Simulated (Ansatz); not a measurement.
# Settings and their price: twisted h-AlN/h-SiC alternating trilayer, 38.21° (42 atoms)

The cell holds 42 atoms: 14 Al, 14 N, 7 Si and 7 C. Its edges and angles: a = 8.242 Å, b = 8.242 Å, c = 20.350 Å, α = 90.0°, β = 90.0°, γ = 120.0°. It derives from AlN and SiC. h-AlN (a = 3.13 Å) under h-SiC (a = 3.1 Å), alternating trilayer, commensurate cell of 7 unit cells a layer, twist 38.21 deg, both strained to the mean lattice constant; facing planes 3.16, 3.19 Å apart; 14 Å of vacuum; layers as built, displaced by a Gaussian of 0.01 Å. Regions: layer 1, 14 atoms (7 Al and 7 N); layer 2, 14 atoms (7 Si and 7 C); layer 3, 14 atoms (7 Al and 7 N). Vacuum lies along c.

Geometry: as built.

Reference run: Kohn-Sham DFT, PBE+D4, PAW (set soft_2), plane waves (Ansatz 0.2.0), cutoff 420 eV, k-mesh 3×3×1, fixed occupations.

```
r.m.s. force component                           : 0.3597 eV/Å
gap (highest filled to lowest empty level) : 1.556 eV
SCF cycles                                       : 8
time                                             : 47 s on 4 threads of Arm Neoverse V1, shared host
```

**Question.** The cell is repeated and solved at Γ. How do error, time and memory go?
- plane waves, 42 atoms (1×1×1)
- support functions, 42 atoms (1×1×1)
- plane waves, 168 atoms (2×2×1)
- support functions, 168 atoms (2×2×1)
- support functions, 378 atoms (3×3×1)

Differences are against the typed cell on a 3×3×1 mesh, which samples like Γ on 378 atoms (r.m.s. force component 0.360 eV/Å, gap 1.56 eV). Every repeated cell is solved at Γ, and forces are averaged over the copies of each atom. Hardware: 4 threads of Arm Neoverse V1, shared host.

```
atoms  repeats              basis  Δ force, r.m.s. (meV/Å)  Δ energy (meV/atom)  less plane waves of the same size (meV/atom)  gap (eV)  spread among copies (meV/Å)  SCF cycles     time  host memory (GiB)
   42    1×1×1        plane waves                     35.9                -37.0                                             -                    2.53                            -           9    4.4 s               0.98
   42    1×1×1  support functions                     35.8                -39.5                                          -2.5                    2.53                            -          16     88 s                2.9
  168    2×2×1        plane waves                     3.10                0.595                                             -                    1.46                            0           9     80 s                6.3
  168    2×2×1  support functions                     3.16                -1.97                                          -2.6                    1.46                        0.079          14  5.4 min                8.2
  378    3×3×1  support functions                    0.212                -2.60                                             -                    1.56                        0.064          20   16 min                 13
```

Repeating the cell at Γ samples more k-points: in plane waves the energy difference from the dense mesh goes from -37.0 meV/atom at 42 atoms to 0.595 at 168, and the force difference from 36 to 3.1 meV/Å; the gap goes from 2.53 to 1.46 eV. At equal size the support functions lie 2.5 to 2.6 meV/atom below plane waves, likely because their grid holds more waves than 420 eV; no run tests this. At the largest size the support functions' forces differ from the reference by 0.059 % of the r.m.s. force, where they sample the same k-points.

[Logs are printed without paths, hosts, clocks, repeated set-up lines and the standing remarks that a program may print on its own settings, such as how far it seeks lower states.]

[Hosts, paths, dates, database ids (printed as entryN), source tags and the programs' standing remarks are cut or masked in the printed files.]
